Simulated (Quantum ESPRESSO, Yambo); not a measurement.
**TiO2 (Rutile): G0W0 in Yambo against the bands**

Aim: move the bands of a G0W0 run on TiO2 (Rutile) over a wide range.

Calculated with Yambo 5.3.0; PBE and many-body steps on it, plane waves.

## Step 1: The structure

It takes space group P4_2/mnm (No. 136, tetragonal). The conventional cell has a = 4.592 Å, b = 4.592 Å, c = 2.957 Å, α = 90.00°, β = 90.00°, γ = 90.00°. Ti has 6 O at 1.95 to 1.98 Å nearest. Nearest to O lie 3 Ti at 1.95 to 1.98 Å. Farther neighbours and most contacts between anions are not listed.

As a file:

```
Ti O
1.0
     4.59220    0.00000    0.00000
     0.00000    4.59220    0.00000
     0.00000    0.00000    2.95740
Ti O
2 4
Direct
  0.00000 0.00000 0.00000
  0.50000 0.50000 0.50000
  0.30496 0.30496 0.00000
  0.19504 0.80496 0.50000
  0.69504 0.69504 0.00000
  0.80496 0.19504 0.50000
```

The cell and positions come from the Crystallography Open Database and are kept as given unless a step says otherwise.

## Step 2: 39 bands

This step: Yambo 5.3.0; G0W0 on PBE, plane waves, norm-conserving pseudopotentials.

G0W0 replaces the xc potential by the self-energy, built once from these orbitals. Only a window of levels is corrected, while the sums run over the empty bands that the input names.

The input, gw1.in:

```
HF_and_locXC
gw0
dyson
ppa
em1d
rim_cut
RandQpts= 1000000
RandGvec= 1 RL
EXXRLvcs= 76 Ry
VXCRLvcs= 304 Ry
Chimod= "HARTREE"
% BndsRnXp
 1 | 39 |
%
NGsBlkXp= 9 Ry
% LongDrXp
 1 | 1 | 1 |
%
% GbndRnge
 1 | 39 |
%
DysSolver= "n"
ExtendOut
PPAPntXp= 27.21138 eV
% QPkrange
 1 | 1 | 23 | 26 |
%
```

Started as:

```sh
$ OMP_NUM_THREADS=2 mpirun -n 4 yambo -F gw1.in -J gw1 -C gw1 > gw1.log
```

The program printed:

```text
 Yambo, version 5.3.0

 [02] CORE Variables Setup
 =========================

  [... cell, symmetries and grids as in the set-up ...]

  [02.05] Energies & Occupations
  ==============================

  [X] === General ===
  [X] Electronic Temperature                        :  0.000000  0.000000 [eV K]
  [X] Bosonic    Temperature                        :  0.000000  0.000000 [eV K]
  [X] Finite Temperature mode                       : no
  [X] El. density                                   :  0.76964E+24 [cm-3]
  [X] Fermi Level                                   :  9.160473 [eV]

  [X] === Gaps and Widths ===
  [X] Conduction Band Min                           :  1.916506 [eV]
  [X] Valence Band Max                              :  0.000000 [eV]
  [X] Filled Bands                                  :  24
  [X] Empty Bands                                   :   25  284
  [X] Direct Gap                                    :  1.916506 [eV]
  [X] Direct Gap localized at k                     :  1
  [X] Indirect Gap                                  :  1.916506 [eV]
  [X] Indirect Gap between kpts                     :  1  1
  [X] Last valence band width                       :  1.613148 [eV]
  [X] 1st conduction band width                     :  1.090854 [eV]

 [03] Transferred momenta grid and indexing
 ==========================================

 IBZ Q-points                                      :  21
 BZ  Q-points                                      :   64

 K/Q-points units:
 rlu = crystal or reduced units; cc = cartesian coordinates; iku = interal k-units

 Q [ 1]         [rlu]:  0.000000  0.000000  0.000000
 Q [ 2]         [rlu]:  0.000000  0.000000  0.250000
 Q [ 3]         [rlu]:  0.000000  0.000000 -0.500000
 Q [ 4]         [rlu]:  0.000000  0.250000  0.000000
 Q [ 5]         [rlu]:  0.000000  0.250000  0.250000
 Q [ 6]         [rlu]:  0.000000  0.250000 -0.500000
 Q [ 7]         [rlu]:  0.000000 -0.500000  0.000000
 Q [ 8]         [rlu]:  0.000000 -0.500000  0.250000
 Q [ 9]         [rlu]:  0.000000 -0.500000 -0.500000
 Q [10]         [rlu]:  0.250000  0.250000  0.000000
     [... 9 further rows ...]
 Q [20]         [rlu]: -0.250000  0.250000 -0.250000
 Q [21]         [rlu]: -0.250000  0.250000  0.500000

 [04] Coloumb potential Random Integration (RIM)
 ===============================================

  [04.01] RIM initialization
  ==========================

  * Diagonal components only detected *

  8 x (sBL volume)        :  0.073672 [a.u.]
  sBZ random points       :  1000000
  Points outside the sBZ  :   7992674
  RL volume               :  0.589375 [a.u.]
  Integrated volume       :  0.589915 [a.u.]

  [04.02] RIM integrals
  =====================

  Gamma point sphere radius             :  0.076042 [a.u.]
  Points outside the sphere             :   799882
  [Int_sBZ(q=0) 1/q^2]*(Vol_sBZ)^(-1/3) =:  7.512903
                                 should be <:  7.795600

  Summary of Coulomb integrals for non-metallic bands |Q|[au] RIM/Bare

  Q [1] 0.100000E-4 0.963736 * Q [4] 0.181009 0.939052
  Q [10] 0.255985 0.985952 * Q [19] 0.255985 0.986737
  Q [2] 0.281068 1.188993 * Q [5] 0.334310 1.095331
  Q [7] 0.362018 0.990090 * Q [11] 0.380168 1.056150
  Q [20] 0.380168 1.057463 * Q [13] 0.404748 0.994037
  Q [8] 0.458319 1.024774 * Q [14] 0.492768 1.018420
  Q [16] 0.511971 0.997230 * Q [3] 0.562135 1.047009
  Q [17] 0.584049 1.008928 * Q [6] 0.590559 1.038534
  Q [12] 0.617677 1.032084 * Q [21] 0.617677 1.031746
  Q [9] 0.668620 1.023519 * Q [15] 0.692689 1.020365
  Q [18] 0.760336 1.014142

 [WARNING] [Xp] User bands 1-39 break level degeneracy

 [05] Dipoles
 ============

  [05.01] Setup: observables and procedures
  =========================================

  [WARNING] [x,Vnl] slows the Dipoles computation. To neglect it rename the ns.kb_pp file

 [06] Dynamic Dielectric Matrix (PPA)
 ====================================

 [WR./gw1//ndb.pp]---------------------------------------------------------------
  Brillouin Zone Q/K grids (IBZ/BZ)                :   21   64   21   64
  RL vectors                                       :   6025 [WF]
  Coulomb cutoff potential                         : none
  Electronic Temperature                           :  0.000000 [K]
  Bosonic    Temperature                           :  0.000000 [K]
  PPA    diel. fun.  energies                      : Perdew, Burke & Ernzerhof(X)+Perdew, Burke & Ernzerhof(C)
  wavefunctions                                    : Perdew, Burke & Ernzerhof(X)+Perdew, Burke & Ernzerhof(C)
  Global Gauge                                     : length
  X matrix size                                    :  197
  X band range                                     :    1   39
  X e/h energy range                               : -1.000000 -1.000000 [eV]
  X Time ordering                                  : R
  X Hxc Kernel                                     : HARTREE
  X Drude frequency                                :  0.000000  0.000000
  X poles                                          :  100.0000 [o/o]
  RL vectors in the sum                            :   6025
  [r,Vnl] included                                 : yes
  Field direction                                  :  0.577350E-5  0.577350E-5  0.577350E-5
  BZ energy Double Grid                            : no
  BZ energy DbGd points                            : 0
  BZ Q point size factor                           : -1.000000
  X Optical Averaged directions                    : none

 [07] Local Exchange-Correlation + Non-Local Fock
 ================================================

 [VXC] Plane waves :   37691
 [EXS] Plane waves :   4695

 QP @ state[ 1 ] K range:  1  1
 QP @ state[ 1 ] b range:  23  26

 [xc] Functional : Perdew, Burke & Ernzerhof(X)+Perdew, Burke & Ernzerhof(C)
 [xc] LIBXC used to calculate xc functional
  PP Number of Atomic Species                      :  2
  NLCC RL compoments                               :   37691
  PP Number of Atomic Species                      :  2
  NLCC RL compoments                               :   37691

 [xc] E_xc :  -28.60751 [Ha]
      E_xc :  -57.21502 [Ry]

  Local XC kind (lXC) : Perdew, Burke & Ernzerhof(X)+Perdew, Burke & Ernzerhof(C)
  Non-Local XC kind (nlXC) : Hartree-Fock

  Corrections @ K [1] :  [eV]
 <23|nlXC|23> = -25.15074  0.11974E-17 <23|lXC|23> = -20.67191  0.18882E-15
 <24|nlXC|24> = -25.08209 -0.10625E-16 <24|lXC|24> = -20.44824  0.37763E-15
 <25|nlXC|25> = -12.08982  0.13625E-17 <25|lXC|25> = -20.14997  0.000000
 <26|nlXC|26> = -12.08594 -0.14460E-17 <26|lXC|26> = -19.77804 -0.75527E-15

 [08] Dyson equation: Newton solver
 ==================================

  [08.01] G0W0 (W PPA)
  ====================

  [  GW  ] Bands range     :    1   39
  [GW/PPA] G damping       :  0.100000 [eV]

  QP @ state[ 1 ] K range:  1  1
  QP @ state[ 1 ] b range:  23  26

   Sc/G bands                                       :    1   39
   Sc/G damping                                     :  0.100000 ev
   Sc bands terminator                              : no
   Sx RL components                                 :   4695

   QP @ state[ 1 ] K range                          :  1  1
   QP @ state[ 1 ] b range                          :  23  26
   GF energies kind                                 : Perdew, Burke & Ernzerhof(X)+Perdew, Burke & Ernzerhof(C)
   GF WF`s kind                                     : Perdew, Burke & Ernzerhof(X)+Perdew, Burke & Ernzerhof(C)
   Xs energies kind                                 : Perdew, Burke & Ernzerhof(X)+Perdew, Burke & Ernzerhof(C)
   Xs WF`s kind                                     : Perdew, Burke & Ernzerhof(X)+Perdew, Burke & Ernzerhof(C)

 [11] Game Over & Game summary
```

Run time: 23 s. Hardware: 4 MPI ranks of Arm Neoverse V2, shared host; peak memory 2.7 GiB; 2.6 min of CPU time.

Numbers from this step:

| Quantity | Value |
| --- | --- |
| G0W0 gap on the points computed | 3.553 eV |
| starting gap on the mesh | 1.917 eV |
| k of the valence top | 0, 0, 0 |
| k of the conduction bottom | 0, 0, 0 |
| least direct G0W0 gap on the computed points | 3.553 eV |
| Z at the valence top | 0.7270 |
| Z at the conduction bottom | 0.7436 |

The gap on the mesh goes from 1.92 eV to 3.55 eV, a correction of +1.64 eV.

## Step 3: 56 bands

The input, gw2.in:

```
HF_and_locXC
gw0
dyson
ppa
em1d
rim_cut
RandQpts= 1000000
RandGvec= 1 RL
EXXRLvcs= 76 Ry
VXCRLvcs= 304 Ry
Chimod= "HARTREE"
% BndsRnXp
 1 | 56 |
%
NGsBlkXp= 9 Ry
% LongDrXp
 1 | 1 | 1 |
%
% GbndRnge
 1 | 56 |
%
DysSolver= "n"
ExtendOut
PPAPntXp= 27.21138 eV
% QPkrange
 1 | 1 | 23 | 26 |
%
```

Started as:

```sh
$ OMP_NUM_THREADS=2 mpirun -n 4 yambo -F gw2.in -J gw2 -C gw2 > gw2.log
```

The program printed:

```text
 Yambo, version 5.3.0

 [02] CORE Variables Setup
 =========================

  [... cell, symmetries and grids as in the set-up ...]

  [02.05] Energies & Occupations
  ==============================

  [X] === General ===
  [X] Electronic Temperature                        :  0.000000  0.000000 [eV K]
  [X] Bosonic    Temperature                        :  0.000000  0.000000 [eV K]
  [X] Finite Temperature mode                       : no
  [X] El. density                                   :  0.76964E+24 [cm-3]
  [X] Fermi Level                                   :  9.160473 [eV]

  [X] === Gaps and Widths ===
  [X] Conduction Band Min                           :  1.916506 [eV]
  [X] Valence Band Max                              :  0.000000 [eV]
  [X] Filled Bands                                  :  24
  [X] Empty Bands                                   :   25  284
  [X] Direct Gap                                    :  1.916506 [eV]
  [X] Direct Gap localized at k                     :  1
  [X] Indirect Gap                                  :  1.916506 [eV]
  [X] Indirect Gap between kpts                     :  1  1
  [X] Last valence band width                       :  1.613148 [eV]
  [X] 1st conduction band width                     :  1.090854 [eV]

 [03] Transferred momenta grid and indexing
 ==========================================

 IBZ Q-points                                      :  21
 BZ  Q-points                                      :   64

 K/Q-points units:
 rlu = crystal or reduced units; cc = cartesian coordinates; iku = interal k-units

 Q [ 1]         [rlu]:  0.000000  0.000000  0.000000
 Q [ 2]         [rlu]:  0.000000  0.000000  0.250000
 Q [ 3]         [rlu]:  0.000000  0.000000 -0.500000
[...]
================================================

 [VXC] Plane waves :   37691
 [EXS] Plane waves :   4695

 QP @ state[ 1 ] K range:  1  1
 QP @ state[ 1 ] b range:  23  26

 [xc] Functional : Perdew, Burke & Ernzerhof(X)+Perdew, Burke & Ernzerhof(C)
 [xc] LIBXC used to calculate xc functional
  PP Number of Atomic Species                      :  2
  NLCC RL compoments                               :   37691
  PP Number of Atomic Species                      :  2
  NLCC RL compoments                               :   37691

 [xc] E_xc :  -28.60751 [Ha]
      E_xc :  -57.21502 [Ry]

  Local XC kind (lXC) : Perdew, Burke & Ernzerhof(X)+Perdew, Burke & Ernzerhof(C)
  Non-Local XC kind (nlXC) : Hartree-Fock

  Corrections @ K [1] :  [eV]
 <23|nlXC|23> = -25.15074  0.11974E-17 <23|lXC|23> = -20.67191  0.18882E-15
 <24|nlXC|24> = -25.08209 -0.10625E-16 <24|lXC|24> = -20.44824  0.37763E-15
 <25|nlXC|25> = -12.08982  0.13625E-17 <25|lXC|25> = -20.14997  0.000000
 <26|nlXC|26> = -12.08594 -0.14460E-17 <26|lXC|26> = -19.77804 -0.75527E-15

 [08] Dyson equation: Newton solver
 ==================================

  [08.01] G0W0 (W PPA)
  ====================

  [  GW  ] Bands range     :    1   56
  [GW/PPA] G damping       :  0.100000 [eV]

  QP @ state[ 1 ] K range:  1  1
  QP @ state[ 1 ] b range:  23  26

   Sc/G bands                                       :    1   56
   Sc/G damping                                     :  0.100000 ev
   Sc bands terminator                              : no
   Sx RL components                                 :   4695

   QP @ state[ 1 ] K range                          :  1  1
   QP @ state[ 1 ] b range                          :  23  26
   GF energies kind                                 : Perdew, Burke & Ernzerhof(X)+Perdew, Burke & Ernzerhof(C)
   GF WF`s kind                                     : Perdew, Burke & Ernzerhof(X)+Perdew, Burke & Ernzerhof(C)
   Xs energies kind                                 : Perdew, Burke & Ernzerhof(X)+Perdew, Burke & Ernzerhof(C)
   Xs WF`s kind                                     : Perdew, Burke & Ernzerhof(X)+Perdew, Burke & Ernzerhof(C)

 [11] Game Over & Game summary
```

Run time: 39 s. Hardware: 4 MPI ranks; peak memory 1.6 GiB; 4.7 min of CPU time.

This step gave:

| Property | Result |
| --- | --- |
| G0W0 gap on the points computed | 3.451 eV |
| starting gap on the mesh | 1.917 eV |
| k of the valence top | 0, 0, 0 |
| k of the conduction bottom | 0, 0, 0 |
| least direct G0W0 gap on the computed points | 3.451 eV |
| Z at the valence top | 0.7511 |
| Z at the conduction bottom | 0.7663 |

Against the run before, the gap moves by −0.102 eV.

## Step 4: 89 bands

The input, gw3.in:

```
HF_and_locXC
gw0
dyson
ppa
em1d
rim_cut
RandQpts= 1000000
RandGvec= 1 RL
EXXRLvcs= 76 Ry
VXCRLvcs= 304 Ry
Chimod= "HARTREE"
% BndsRnXp
 1 | 89 |
%
NGsBlkXp= 9 Ry
% LongDrXp
 1 | 1 | 1 |
%
% GbndRnge
 1 | 89 |
%
DysSolver= "n"
ExtendOut
PPAPntXp= 27.21138 eV
% QPkrange
 1 | 1 | 23 | 26 |
%
```

Started as:

```sh
$ OMP_NUM_THREADS=2 mpirun -n 4 yambo -F gw3.in -J gw3 -C gw3 > gw3.log
```

The program printed:

```text
 Yambo, version 5.3.0

 [02] CORE Variables Setup
 =========================

  [... cell, symmetries and grids as in the set-up ...]

  [02.05] Energies & Occupations
  ==============================

  [X] === General ===
  [X] Electronic Temperature                        :  0.000000  0.000000 [eV K]
  [X] Bosonic    Temperature                        :  0.000000  0.000000 [eV K]
  [X] Finite Temperature mode                       : no
  [X] El. density                                   :  0.76964E+24 [cm-3]
[...]
Sx RL components                                 :   4695

   QP @ state[ 1 ] K range                          :  1  1
   QP @ state[ 1 ] b range                          :  23  26
   GF energies kind                                 : Perdew, Burke & Ernzerhof(X)+Perdew, Burke & Ernzerhof(C)
   GF WF`s kind                                     : Perdew, Burke & Ernzerhof(X)+Perdew, Burke & Ernzerhof(C)
   Xs energies kind                                 : Perdew, Burke & Ernzerhof(X)+Perdew, Burke & Ernzerhof(C)
   Xs WF`s kind                                     : Perdew, Burke & Ernzerhof(X)+Perdew, Burke & Ernzerhof(C)

 [11] Game Over & Game summary
```

Wall time 73 s (4 MPI ranks); peak memory 1.9 GiB; 9.1 min of CPU time.

This step gave:

| Quantity | Value |
| --- | --- |
| G0W0 gap on the points computed | 3.406 eV |
| starting gap on the mesh | 1.917 eV |
| k of the valence top | 0, 0, 0 |
| k of the conduction bottom | 0, 0, 0 |
| least direct G0W0 gap on the computed points | 3.406 eV |

Against the run before, the gap moves by −0.045 eV.

[end of part 1 of 2]

[Paths, hosts, dates, memory and timing lines, banners, echoed tables and standing remarks are left out of the program output.]

[Logs are printed without paths, hosts, clocks, repeated set-up lines and the standing remarks that a program may print on its own settings, such as how far it seeks lower states.]

[Runs of the session that timed out or met a known fault of the program may be left out.]

[Hosts, paths, dates, database ids (printed as entryN), source tags and the programs' standing remarks are cut or masked in the printed files.]
